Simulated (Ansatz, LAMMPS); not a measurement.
# Squeezing and shearing glassy 67SiO2-11B2O3-11CaO-11K2O (mol %) (143 atoms): runs compared

How stiff is glassy 67SiO2-11B2O3-11CaO-11K2O (mol %) (143 atoms)?

Computed with Ansatz 0.2.0: Kohn-Sham DFT, PBE, PAW (set soft_2), plane waves.

**1. The cell as built**

The cell holds 143 atoms: 31 Si, 10 B, 5 Ca, 10 K and 87 O. Its edges and angles: a = 12.667 Å, b = 12.667 Å, c = 12.667 Å, α = 90.0°, β = 90.0°, γ = 90.0°. 143 atoms (31 Si, 10 B, 5 Ca, 10 K, 87 O) placed at random at 2.34 g/cm³, melted at 3000 K for 20 ps at fixed volume with the Buckingham and Coulomb pair potential of Guillot and Sator (Geochim. Cosmochim. Acta 71, 1249 (2007)) with the boron terms of Wang et al. (J. Non-Cryst. Solids 498, 294 (2018)). Quenched from 3000 K to 300 K at 20 K/ps and fixed volume, held 10 ps at zero pressure.

Limits known from the start: The quench rate of 20 K/ps far exceeds what a furnace or splat quench reaches, so expect more defects and frozen-in strain than in a real sample. The starting topology of bonds comes from the classical model, and needn't be the one that DFT or experiment would give. The Brillouin zone is sampled at Γ only.

**2. The reference run**

The reference is a single point at the end of the relaxation.

Every strained cell starts from the geometry of this run, and its atoms are relaxed with the cell held.

Its input, with most atom lines left out:

```yaml
crystal:
  lattice:
    - [12.67496, 0.15055, 0.00695]
    - [0.15055, 12.44342, 0.44706]
    - [0.00695, 0.44706, 12.87277]
  atoms:
    - { symbol: Si, position: [0.48697, 0.51358, 0.56965] }
    - { symbol: Si, position: [0.67561, 0.39261, 0.47831] }
    - { symbol: Si, position: [0.59631, 0.15199, 0.98717] }
    - { symbol: Si, position: [0.45387, 0.32888, 0.09361] }
    - { symbol: Si, position: [0.49816, 0.63446, 0.78529] }
    - { symbol: Si, position: [0.13832, 0.30196, 0.74722] }
    - { symbol: Si, position: [0.28639, 0.63484, 0.23275] }
    [... atom lines 8 to 143 left out ...]
kpoints:
  mp_grid: { grid: [1, 1, 1] }
hamiltonian:
  xc: pbe
scf:
  occupations: { method: fixed }
output:
  forces: true
  stress: true
  populations: intrinsic
  dos:
    method: { smearing: { sigma: 0.08 } }
    de: 0.1
    projected: { site_lists: { B: [B], Ca: [Ca], K: [K], O: [O], Si: [Si] } }
  eigenvalues: true
  write_density: true
  write_potential: true
  volumetric_format: npy
  elf: true
```

- free energy per atom: -666.1201 eV/atom
- r.m.s. force component: 0.00976 eV/Å
- pressure: 0.002787 GPa

Filled and empty levels are parted by 3.44 eV (at Γ alone); a semilocal functional tends to put such gaps too low. In a disordered cell it changes from sample to sample, and tail or defect levels can set it.

**3. The runs**

Each row is one run, on 4 threads of Intel Xeon Platinum 8488C (Sapphire Rapids), shared host. The free energy is the program's total, comparable only between runs with the same functional, potentials and atoms.

| run | atoms | outcome | ionic steps, all passes | free energy (eV) | time | host memory (GiB) |
| --- | --- | --- | --- | --- | --- | --- |
| Single point at the start | 143 | converged | - | -95237.529 | 19 s | 3.0 |
| Cell and atoms relaxed | 143 | converged | 42 | -95255.171 | 12 min | 3.0 |
| Single point at the relaxed geometry | 143 | converged | - | -95255.171 | 35 s | 3.2 |
| Volume -3 % | 143 | converged | 11 | -95254.940 | 4.1 min | 3.2 |
| Volume +3 % | 143 | converged | 11 | -95254.977 | 4.4 min | 3.3 |
| Volume -6 % | 143 | converged | 17 | -95254.248 | 6.5 min | 3.1 |
| Volume +6 % | 143 | converged | 15 | -95254.426 | 6.4 min | 3.3 |
| Volume -10 % | 143 | cut at the time limit | 17 | -95252.460 | 6.3 min | 2.9 |
| Stretched by 1 % along x | 143 | converged | 5 | -95255.127 | 2 min | 3.2 |
| Compressed by 1 % along x | 143 | cut at the time limit | 4 | -95255.118 | 98 s | 3.2 |

In some runs the program notes that the exchange-correlation potential is rough where the density is thin and the SCF threshold is loose for the stress.

**4. Pressure against volume**

Atoms are relaxed at each volume, in the scaled cell.

| volume change (%) | volume (Å³/atom) | energy change (meV/atom) | pressure (GPa) | largest move on relaxing (Å) | bonds | gap (eV) |
| --- | --- | --- | --- | --- | --- | --- |
| -6 | 13.327 | 6.45 | 2.55 | 0.43 | 256 | 3.56 |
| -3 | 13.753 | 1.62 | 1.23 | 0.26 | 251 | 3.49 |
| +0 | 14.178 | 0.00 | 0.00 | - | 248 | 3.44 |
| +3 | 14.603 | 1.35 | -1.02 | 0.55 | 244 | 3.39 |
| +6 | 15.029 | 5.21 | -1.94 | 1.12 | 243 | 3.35 |

**5. Uniaxial strain and shear**

Stress (GPa, compression positive) less that of the relaxed cell, atoms relaxed:

| strain | xx | yy | zz | xy | energy change (meV/atom) |
| --- | --- | --- | --- | --- | --- |
| stretched by 1 % along x | -0.752 | -0.255 | -0.207 | -0.046 | 0.31 |

**6. Outcome**

The bulk modulus, from the slope of pressure against ln V over the three points nearest the relaxed volume, is 37.5 GPa; a quadratic over all points gives a pressure derivative of about 3.2. The count of bonds runs from 243 to 256 over the series, so at some points contacts cross the cutoffs. At +3 % and +6 % some atom moved by over 0.5 Å on relaxing, so those points may sit in another local minimum. The gap goes from 3.56 eV at the smallest volume to 3.35 eV at the largest, -1.8 eV per unit of ln V by a straight line, on the run's k-points.

Caveats: Strains are finite and relaxations stop at the force tolerance of the input, which can leave moduli too stiff; they are those of a static cell at zero temperature. Volumes are changed with the cell's shape held, so in an anisotropic solid the modulus lies over the one under free hydrostatic load. The program notes that the SCF threshold of the relaxations is loose for the stress.

The DFT runs together took 44 min of wall time.

[Logs are printed without paths, hosts, clocks, repeated set-up lines and the standing remarks that a program may print on its own settings, such as how far it seeks lower states.]

[Hosts, paths, dates, database ids (printed as entryN), source tags and the programs' standing remarks are cut or masked in the printed files.]
